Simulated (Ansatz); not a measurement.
# Pd wire along [111], 19 atoms a period: bands along the axis

Wanted: the relaxed geometry and the bands of the Pd wire along [111], 19 atoms a period.

Program: Ansatz 0.2.0. Level of theory: DFT PBE, plane waves, PAW; relaxation of a wire's period; PAW set soft_1, in the first sound run; inputs show where later runs differ. Results are calculated unless marked as measured.

## 1. The starting structure

The cell holds 19 atoms: 19 Pd. Its edges and angles: a = 12.372 Å, b = 13.234 Å, c = 6.824 Å, α = 90.0°, β = 90.0°, γ = 90.0°. Vacuum lies along a and b. The structure's axis is c.

## 2. The relaxed wire

Band widths follow the bond lengths, so the wire is relaxed first. The atoms and the third cell vector are free; the box across stays fixed as vacuum. A Fermi-Dirac smearing is set since the result may be a metal. The pressure printed is a third of the stress's trace over the whole box, vacuum included; only the stress along the axis is relaxed.

The input, input.yaml:

```yaml
crystal:
  lattice:
    - [12.372, 0.0, 0.0]
    - [0.0, 13.234, 0.0]
    - [0.0, 0.0, 6.8242801818]
  atoms:
    - { symbol: Pd, position: [0.387407077, 0.317685441, 0.0] }
    - { symbol: Pd, position: [0.500000058, 0.499999738, 0.0] }
    - { symbol: Pd, position: [0.612593039, 0.317685441, 0.0] }
    - { symbol: Pd, position: [0.72518602, 0.499999738, 0.0] }
    - { symbol: Pd, position: [0.274814096, 0.621542602, 0.333333333] }
    - { symbol: Pd, position: [0.387407077, 0.439228306, 0.333333333] }
    - { symbol: Pd, position: [0.500000058, 0.621542602, 0.333333333] }
    - { symbol: Pd, position: [0.500000058, 0.256914009, 0.333333333] }
    - { symbol: Pd, position: [0.612593039, 0.439228306, 0.333333333] }
    - { symbol: Pd, position: [0.72518602, 0.621542602, 0.333333333] }
    - { symbol: Pd, position: [0.274814096, 0.378456874, 0.666666667] }
    - { symbol: Pd, position: [0.387407077, 0.56077117, 0.666666667] }
    - { symbol: Pd, position: [0.500000058, 0.378456874, 0.666666667] }
    - { symbol: Pd, position: [0.500000058, 0.743085466, 0.666666667] }
    - { symbol: Pd, position: [0.612593039, 0.56077117, 0.666666667] }
    - { symbol: Pd, position: [0.72518602, 0.378456874, 0.666666667] }
    - { symbol: Pd, position: [0.274814096, 0.499999738, 0.0] }
    - { symbol: Pd, position: [0.387407077, 0.682314034, 0.0] }
    - { symbol: Pd, position: [0.612593039, 0.682314034, 0.0] }
kpoints:
  mp_grid: { grid: [1, 1, 12] }
scf:
  occupations: { method: fermi_dirac, width: 0.05 }
hamiltonian:
  xc: pbe
  pseudopotentials: { kind: paw, azcp: { folder: soft_1 } }
relax:
  cell: { fix: [a, b, alpha, beta, gamma] }
  max_steps: 45
  f_tol: 0.03
```

Command:

```bash
$ ansatz run input.yaml --threads 4 --pin off --max-ram 16384MiB --backend cpu --events-out ev --progress --plain --runs-dir out
```

Numbers of over 12 decimals in the logs are rounded to 6 here.

The program printed:

```text
Engine: ansatz 0.2.0, aarch64-unknown-linux-gnu
Pseudopotentials: kind: paw
Pseudopotential: Pd, paw, valence charge 18, recommended cutoff 420 eV (normal), soft_1/Pd.paw.azcp
Functional definition: PBE
  parameter kappa = 0.804
  parameter beta = 0.066725
  exchange = pbe_x(kappa = kappa, mu = beta*pi^2/3)
  correlation = pbe_c(beta = beta)
Crystal: 19 atoms, lattice volume = 1117.347 Å³
Basis set: ecut = 420 eV, 21855 PW (Γ), exchange–correlation on 180×180×96 points (8 copies of the dense FFT grid, shifted against one another)
Bands: 206, of which v1, the nominal top of the filled ones, is band 171 counted from 1 (170 counted from 0)
Symmetry: 4 space group operations
Space group: P2/m (ITA 10), of the structure as read, at distance tolerance 1.0e-4 Å
k-points: 7 of 12
Non-local potential: Pd, projectors of the file, l = 0: 2, l = 1: 2, l = 2: 2, l = 3: 1
PAW form: soft (Blöchl's): semilocal exchange-correlation on the pseudo side does not see the compensation charge
PAW one-centre angular grid: Pd, 590 points (default); XC on 64 Gauss nodes
Initial density: superposition of atomic densities (neutral atoms: chi_scale 0, normalization atom)
Initial wavefunctions: pseudopotential atomic-orbital guess
Functional: x = pbe(κ = 0.804, μ = 0.219515), c = pbe(β = 0.066725)
SCF iter   1: F=—  HF=-132484.713313 eV  |F-HF|=—  |Δ(HF+E_count)|=         —  Δρ=7.97e-2  dr2=9.04e1  ethr=3.10e-3  ⟨swp⟩=6.6  Hψ=5203  notcnv=0  defer=71
preconditioner: auto → LDOS  [metal: Δε(μ)=0.018 eV  Ē_g=4.528 eV  σ=0.050 eV  W_gap=0.09  n_scr=212 (ndim 8)  ℏωp=15.3 eV  f_vac=0.641  D(μ)=55.05/eV (n_scr^D=504)  β→1.0]
SCF iter   2: F=—  HF=-132484.302487 eV  |F-HF|=—  |Δ(HF+E_count)|=   4.11e-1  Δρ=7.32e-2  dr2=7.30e1  ethr=3.10e-3  ⟨swp⟩=3.7  Hψ=3794  notcnv=0  defer=113
SCF iter   3: F=—  HF=-132468.296533 eV  |F-HF|=—  |Δ(HF+E_count)|=    1.60e1  Δρ=1.86e-2  dr2=6.16e0  ethr=3.10e-3  ⟨swp⟩=3.3  Hψ=3660  notcnv=0  defer=158
SCF iter   4: F=—  HF=-132468.358987 eV  |F-HF|=—  |Δ(HF+E_count)|=   6.25e-2  Δρ=9.22e-3  dr2=4.32e0  ethr=1.80e-3  ⟨swp⟩=2.9  Hψ=2388  notcnv=0  defer=146
SCF iter   5: F=—  HF=-132468.177991 eV  |F-HF|=—  |Δ(HF+E_count)|=   1.81e-1  Δρ=7.44e-3  dr2=1.44e0  ethr=1.26e-3  ⟨swp⟩=2.0  Hψ=1563  notcnv=0  defer=146
SCF iter   6: F=—  HF=-132468.134849 eV  |F-HF|=—  |Δ(HF+E_count)|=   4.31e-2  Δρ=3.57e-3  dr2=3.00e-1  ethr=4.22e-4  ⟨swp⟩=2.0  Hψ=1362  notcnv=0  defer=146
SCF iter   7: F=—  HF=-132468.129565 eV  |F-HF|=—  |Δ(HF+E_count)|=   5.28e-3  Δρ=1.93e-3  dr2=7.80e-2  ethr=8.76e-5  ⟨swp⟩=2.0  Hψ=2063  notcnv=0  defer=147
SCF iter   8: F=—  HF=-132468.132534 eV  |F-HF|=—  |Δ(HF+E_count)|=   2.97e-3  Δρ=1.17e-3  dr2=2.73e-2  ethr=2.28e-5  ⟨swp⟩=2.0  Hψ=1805  notcnv=0  defer=148
SCF iter   9: F=—  HF=-132468.131783 eV  |F-HF|=—  |Δ(HF+E_count)|=   7.52e-4  Δρ=6.97e-4  dr2=1.18e-2  ethr=7.97e-6  ⟨swp⟩=1.7  Hψ=1306  notcnv=0  defer=148
SCF iter  10: F=—  HF=-132468.131378 eV  |F-HF|=—  |Δ(HF+E_count)|=   4.05e-4  Δρ=4.84e-4  dr2=4.65e-3  ethr=3.46e-6  ⟨swp⟩=1.4  Hψ=1298  notcnv=0  defer=148
SCF iter  11: F=—  HF=-132468.131232 eV  |F-HF|=—  |Δ(HF+E_count)|=   1.46e-4  Δρ=1.63e-4  dr2=4.99e-4  ethr=1.36e-6  ⟨swp⟩=1.0  Hψ=1294  notcnv=0  defer=148
SCF iter  12: F=—  HF=-132468.131197 eV  |F-HF|=—  |Δ(HF+E_count)|=   3.52e-5  Δρ=4.13e-5  dr2=3.82e-5  ethr=1.46e-7  ⟨swp⟩=2.0  Hψ=1952  notcnv=0  defer=148
SCF iter  13: F=—  HF=-132468.131996 eV  |F-HF|=—  |Δ(HF+E_count)|=   7.99e-4  Δρ=2.94e-5  dr2=1.93e-5  ethr=1.12e-8  ⟨swp⟩=2.1  Hψ=1832  notcnv=0  defer=148
SCF iter  14: F=—  HF=-132468.131997 eV  |F-HF|=—  |Δ(HF+E_count)|=   6.34e-7  Δρ=1.78e-5  dr2=7.87e-6  ethr=5.65e-9  ⟨swp⟩=1.1  Hψ=1295  notcnv=0  defer=148
SCF iter  15: F=—  HF=-132468.131997 eV  |F-HF|=—  |Δ(HF+E_count)|=   1.46e-7  Δρ=1.00e-5  dr2=2.76e-6  ethr=2.30e-9  ⟨swp⟩=1.0  Hψ=1294  notcnv=0  defer=148
SCF iter  16: F=—  HF=-132468.131997 eV  |F-HF|=—  |Δ(HF+E_count)|=   6.45e-8  Δρ=4.06e-6  dr2=3.51e-7  ethr=8.08e-10  ⟨swp⟩=1.0  Hψ=1294  notcnv=0  defer=148
SCF iter  17: F=-132468.131997 eV  HF=-132468.131997 eV  |F-HF|=2.02e-8  |Δ(HF+E_count)|=   2.09e-8  Δρ=1.33e-6  dr2=3.31e-8  ethr=2.92e-11  ⟨swp⟩=4.0  Hψ=4583  notcnv=0
SCF 1 converged in 17 iterations: F = -132468.131997 eV  dr2 = 3.31e-8
  greatest PAW one-centre occupation: 0.999 electrons in one spin orbital (limit 2), on the Pd atom at site 15 (counted from 0), in its partial waves of l = 0
relax step   1: F+E_penalty+E_count = -132468.13199657 eV  Δ(F+E_penalty+E_count) = +0.000e0 eV  max|allowed force component| = 1.071e0 eV/Å  Δτ_max = 0.0000 Å  P = -2.154 GPa  Ω = 1117.347 Å³  fix = [a, b, alpha, beta, gamma]  reactions: a -1.730, b -1.775 GPa; alpha +0.002 GPa/rad  (17 SCF iters, dr2 threshold 1.00e-7 eV, accepted)
Crystal: 19 atoms, lattice volume = 1081.271 Å³
Basis set: ecut = 420 eV, 21083 PW (Γ), exchange–correlation on 180×180×96 points (8 copies of the dense FFT grid, shifted against one another)
Initial density: handed on by an earlier stage of this run
Initial wavefunctions: those handed on with the density
iter 1 solved again at ethr=1.18e-3 eV; its pass at ethr=3.10e-3 eV (dr2=4.03e0 eV) is discarded
SCF iter   1: F=—  HF=-132469.481536 eV  |F-HF|=—  |Δ(HF+E_count)|=         —  Δρ=1.67e-2  dr2=4.06e0  ethr=1.18e-3  ⟨swp⟩=3.3  Hψ=6992  notcnv=0
preconditioner: auto → LDOS  [metal: Δε(μ)=0.003 eV  Ē_g=5.502 eV  σ=0.050 eV  W_gap=0.02  n_scr=216 (ndim 8)  ℏωp=15.6 eV  f_vac=0.643  D(μ)=47.35/eV (n_scr^D=392)  β→1.0]
SCF iter   2: F=—  HF=-132469.211927 eV  |F-HF|=—  |Δ(HF+E_count)|=   2.70e-1  Δρ=8.73e-3  dr2=1.65e0  ethr=1.18e-3  ⟨swp⟩=3.1  Hψ=2449  notcnv=0
SCF iter   3: F=—  HF=-132469.059969 eV  |F-HF|=—  |Δ(HF+E_count)|=   1.52e-1  Δρ=6.39e-3  dr2=7.52e-1  ethr=4.81e-4  ⟨swp⟩=3.1  Hψ=2438  notcnv=0
SCF iter   4: F=—  HF=-132469.025801 eV  |F-HF|=—  |Δ(HF+E_count)|=   3.42e-2  Δρ=3.79e-3  dr2=3.80e-1  ethr=2.20e-4  ⟨swp⟩=2.0  Hψ=2414  notcnv=0  defer=134
SCF iter   5: F=—  HF=-132468.999119 eV  |F-HF|=—  |Δ(HF+E_count)|=   2.67e-2  Δρ=1.86e-3  dr2=5.89e-2  ethr=1.11e-4  ⟨swp⟩=2.0  Hψ=2074  notcnv=0  defer=134
SCF iter   6: F=—  HF=-132468.995531 eV  |F-HF|=—  |Δ(HF+E_count)|=   3.59e-3  Δρ=6.05e-4  dr2=7.25e-3  ethr=1.72e-5  ⟨swp⟩=2.0  Hψ=1944  notcnv=0  defer=134
SCF iter   7: F=—  HF=-132468.995564 eV  |F-HF|=—  |Δ(HF+E_count)|=   3.31e-5  Δρ=3.68e-4  dr2=2.70e-3  ethr=2.12e-6  ⟨swp⟩=1.9  Hψ=1433  notcnv=0  defer=134
SCF iter   8: F=—  HF=-132468.995607 eV  |F-HF|=—  |Δ(HF+E_count)|=   4.24e-5  Δρ=2.39e-4  dr2=1.21e-3  ethr=7.89e-7  ⟨swp⟩=1.4  Hψ=1316  notcnv=0  defer=134
[...]
relax step   4: F+E_penalty+E_count = -132469.13348994 eV  Δ(F+E_penalty+E_count) = -6.724e-3 eV  max|allowed force component| = 3.636e-2 eV/Å  Δτ_max = 0.0162 Å  P = +0.057 GPa  Ω = 1086.028 Å³  energy of the carried Pulay correction = +2.915e-3 eV  fix = [a, b, alpha, beta, gamma]  reactions: a +0.056, b +0.019 GPa; alpha +0.000 GPa/rad  (10 SCF iters, dr2 threshold 7.91e-7 eV, accepted)
[...]
relax step   5: F+E_penalty+E_count = -132469.13457144 eV  Δ(F+E_penalty+E_count) = -1.082e-3 eV  max|allowed force component| = 6.349e-3 eV/Å  Δτ_max = 0.0051 Å  P = +0.014 GPa  Ω = 1087.675 Å³  energy of the carried Pulay correction = +2.759e-3 eV  fix = [a, b, alpha, beta, gamma]  reactions: a +0.030, b -0.006 GPa; alpha +0.000 GPa/rad  (10 SCF iters, dr2 threshold 8.26e-8 eV, accepted)
Basis set: ecut = 420 eV, 21243 PW (Γ), exchange–correlation on 180×180×90 points (8 copies of the dense FFT grid, shifted against one another)
Initial wavefunctions: pseudopotential atomic-orbital guess (no wavefunctions were taken with the density)
iter 1 solved again at ethr=1.76e-7 eV; its pass at ethr=3.10e-3 eV (dr2=6.02e-4 eV) is discarded
SCF iter   1: F=—  HF=-132469.130342 eV  |F-HF|=—  |Δ(HF+E_count)|=         —  Δρ=5.04e-5  dr2=5.27e-6  ethr=1.76e-7  ⟨swp⟩=4.9  Hψ=10499  notcnv=0
preconditioner: auto → LDOS  [metal: Δε(μ)=0.015 eV  Ē_g=5.525 eV  σ=0.050 eV  W_gap=0.07  n_scr=216 (ndim 8)  ℏωp=15.5 eV  f_vac=0.639  D(μ)=52.46/eV (n_scr^D=472)  β→1.0]
SCF iter   2: F=—  HF=-132469.130469 eV  |F-HF|=—  |Δ(HF+E_count)|=   1.27e-4  Δρ=2.53e-5  dr2=4.66e-6  ethr=1.54e-9  ⟨swp⟩=2.7  Hψ=2794  notcnv=0
SCF iter   3: F=—  HF=-132469.130468 eV  |F-HF|=—  |Δ(HF+E_count)|=   1.34e-6  Δρ=7.78e-6  dr2=5.75e-7  ethr=1.36e-9  ⟨swp⟩=2.0  Hψ=2518  notcnv=0
SCF iter   4: F=—  HF=-132469.130468 eV  |F-HF|=—  |Δ(HF+E_count)|=   8.56e-8  Δρ=1.92e-6  dr2=4.94e-8  ethr=1.68e-10  ⟨swp⟩=3.1  Hψ=3179  notcnv=0
SCF iter   5: F=—  HF=-132469.130468 eV  |F-HF|=—  |Δ(HF+E_count)|=   2.04e-9  Δρ=7.88e-7  dr2=8.90e-9  ethr=1.44e-11  ⟨swp⟩=2.0  Hψ=2101  notcnv=0
SCF iter   6: F=—  HF=-132469.130468 eV  |F-HF|=—  |Δ(HF+E_count)|=   1.57e-9  Δρ=4.83e-7  dr2=4.76e-9  ethr=2.60e-12  ⟨swp⟩=2.0  Hψ=1585  notcnv=0
SCF iter   7: F=—  HF=-132469.130468 eV  |F-HF|=—  |Δ(HF+E_count)|=  1.75e-10  Δρ=3.02e-7  dr2=1.77e-9  ethr=1.39e-12  ⟨swp⟩=1.0  Hψ=1442  notcnv=0
SCF iter   8: F=—  HF=-132469.130468 eV  |F-HF|=—  |Δ(HF+E_count)|=  5.82e-11  Δρ=1.22e-7  dr2=2.18e-10  ethr=1.00e-12  ⟨swp⟩=1.0  Hψ=1442  notcnv=0
SCF iter   9: F=-132469.130468 eV  HF=-132469.130468 eV  |F-HF|=1.16e-10  |Δ(HF+E_count)|=  5.82e-11  Δρ=2.01e-8  dr2=7.03e-12  ethr=1.00e-12  ⟨swp⟩=4.3  Hψ=4342  notcnv=0
SCF 6 converged in 9 iterations: F = -132469.130468 eV  dr2 = 7.03e-12
relax step   6: F+E_penalty+E_count = -132469.13046779 eV  Δ(F+E_penalty+E_count) = +4.104e-3 eV  max|allowed force component| = 6.072e-3 eV/Å  Δτ_max = 0.0000 Å  P = +0.022 GPa  Ω = 1087.675 Å³  fix = [a, b, alpha, beta, gamma]  reactions: a +0.035, b -0.001 GPa; alpha +0.000 GPa/rad  stress off target by 3.09e-2 GPa on what of the cell is left free  SCF on the basis re-selected at this cell (its energy is not comparable with the rows above)  (9 SCF iters)
basis re-selected at this cell: Δ(F+E_penalty+E_count) = +4.104e-3 eV, ΔP = +0.007 GPa vs the last step (what re-selecting the basis moved, of the pressure what is left beyond the Pulay correction that the steps carried, after the strain that the cell walked since its last selection, with what the two solves' SCF thresholds leave and, on support functions, any second-order correction that the steps lacked; it is no measure of the basis error at this ecutwfc). The dense FFT grid was sized anew with the basis: this SCF ran on 90×90×45 points, the steps before it on 90×90×48, so part of this shift can come from that change (see relax.cell in the input reference). [rest of the remark cut]
SCF converged after 9 iterations
Free energy (F): -132469.130468 eV
Harris-Foulkes:  -132469.130468 eV  (|F-HF|=1.16e-10)
Internal energy: -132468.719770 eV  (E = F + TS)
E sigma→0 (E₀):  -132468.925119 eV
Entropy (-TS):   -0.410698 eV (-21.616 meV/atom)
Fermi energy:    1.655420 eV
--- Per-component energies (eV) ---
  E_band       = -8633.033715
  E_kinetic    = 8537.215008
  E_local      = -209354.004029  (includes V_loc(G=0)·N_el)
  E_nonlocal   = 7061.768631
  E_hartree    = 98279.570704
  E_xc         = -2610.332854
  E_vxc        = -3297.094099  (∫ρ·V_xc dr)
  E_paw        = -72426.128102  (= ΣΔE_a)
  E_vpaw       = -8140.064542  (= ΣTr[D̂ρ^β])
  E_aug_tail   = 0.004382  (compensation charges beyond the density's cutoff)
  E_ewald      = 38043.186490
  E_smearing   = -0.410698  (= −TS)
  E_closure    = 0.000000  (closes the sum)
  Σ components = -132469.130468   (vs F -132469.130468, Δ=0.00e0)
--- Forces (eV/Å), atoms counted from 1 ---
  atom   1  Pd     0.00043727     0.00064194     0.00009997
  atom   2  Pd     0.00000000     0.00000000     0.00000000
  atom   3  Pd    -0.00043727     0.00064194     0.00009997
  atom   4  Pd    -0.00097193     0.00000000     0.00000000
  atom   5  Pd     0.00529549    -0.00295925     0.00003525
  atom   6  Pd     0.00185824     0.00091888     0.00313976
  atom   7  Pd     0.00000000    -0.00234514     0.00322039
  atom   8  Pd     0.00000000     0.00607190     0.00011687
  atom   9  Pd    -0.00185824     0.00091888     0.00313976
  atom  10  Pd    -0.00529549    -0.00295925     0.00003525
  atom  11  Pd     0.00529549     0.00295925    -0.00003525
  atom  12  Pd     0.00185824    -0.00091888    -0.00313976
  atom  13  Pd     0.00000000     0.00234514    -0.00322039
  atom  14  Pd     0.00000000    -0.00607190    -0.00011687
  atom  15  Pd    -0.00185824    -0.00091888    -0.00313976
  atom  16  Pd    -0.00529549     0.00295925    -0.00003525
  atom  17  Pd     0.00097193     0.00000000     0.00000000
  atom  18  Pd     0.00043727    -0.00064194    -0.00009997
  atom  19  Pd    -0.00043727    -0.00064194    -0.00009997
  max |Σ_I F_I| component: 1.14e-18 eV/Å
--- Stress (GPa, compression-positive) ---
        0.035022       0.000000       0.000000
        0.000000      -0.001145      -0.000208
        0.000000      -0.000208       0.030863
  P = ⅓ Tr σ = 0.0216 GPa (0.216 kbar)
--- Relaxed structure (5 steps of the walk, 5 accepted, 1 SCFs on fresh bases) ---
  F+E_penalty+E_count = -132469.13046779 eV   max|allowed force component| = 6.072e-3 eV/Å   (the final SCF, on the basis selected at the relaxed cell)
  cell:  # Å, volume = 1087.6753 Å³
    - [12.372, 0.0, 0.0]
    - [0.0, 13.234, 0]
    - [0.0, 0, 6.643061]
  atoms:
    - { symbol: Pd, position: [0.388354, 0.319236, 0.000164905] }
    - { symbol: Pd, position: [0.5, 0.5, 0] }
    - { symbol: Pd, position: [0.611646, 0.319236, 0.000164905] }
    - { symbol: Pd, position: [0.723185, 0.5, 0] }
    - { symbol: Pd, position: [0.286544, 0.615270, 0.330546] }
    - { symbol: Pd, position: [0.383819, 0.437310, 0.332312] }
    - { symbol: Pd, position: [0.5, 0.625342, 0.332139] }
    - { symbol: Pd, position: [0.5, 0.269534, 0.330815] }
    - { symbol: Pd, position: [0.616181, 0.437310, 0.332312] }
    - { symbol: Pd, position: [0.713456, 0.615270, 0.330546] }
    - { symbol: Pd, position: [0.286544, 0.384730, 0.669454] }
    - { symbol: Pd, position: [0.383819, 0.562690, 0.667688] }
    - { symbol: Pd, position: [0.5, 0.374658, 0.667861] }
    - { symbol: Pd, position: [0.5, 0.730466, 0.669185] }
    - { symbol: Pd, position: [0.616181, 0.562690, 0.667688] }
    - { symbol: Pd, position: [0.713456, 0.384730, 0.669454] }
    - { symbol: Pd, position: [0.276815, 0.5, 0] }
    - { symbol: Pd, position: [0.388354, 0.680764, -0.000164905] }
    - { symbol: Pd, position: [0.611646, 0.680764, -0.000164905] }
```

Run time: 3.9 min. Hardware: 4 threads of Arm Neoverse V1, shared host; peak memory 4 GiB.

(Part 1 of 2 ends here.)

[Logs are printed without paths, hosts, clocks, repeated set-up lines and the standing remarks that a program may print on its own settings, such as how far it seeks lower states.]

[Hosts, paths, dates, database ids (printed as entryN), source tags and the programs' standing remarks are cut or masked in the printed files.]
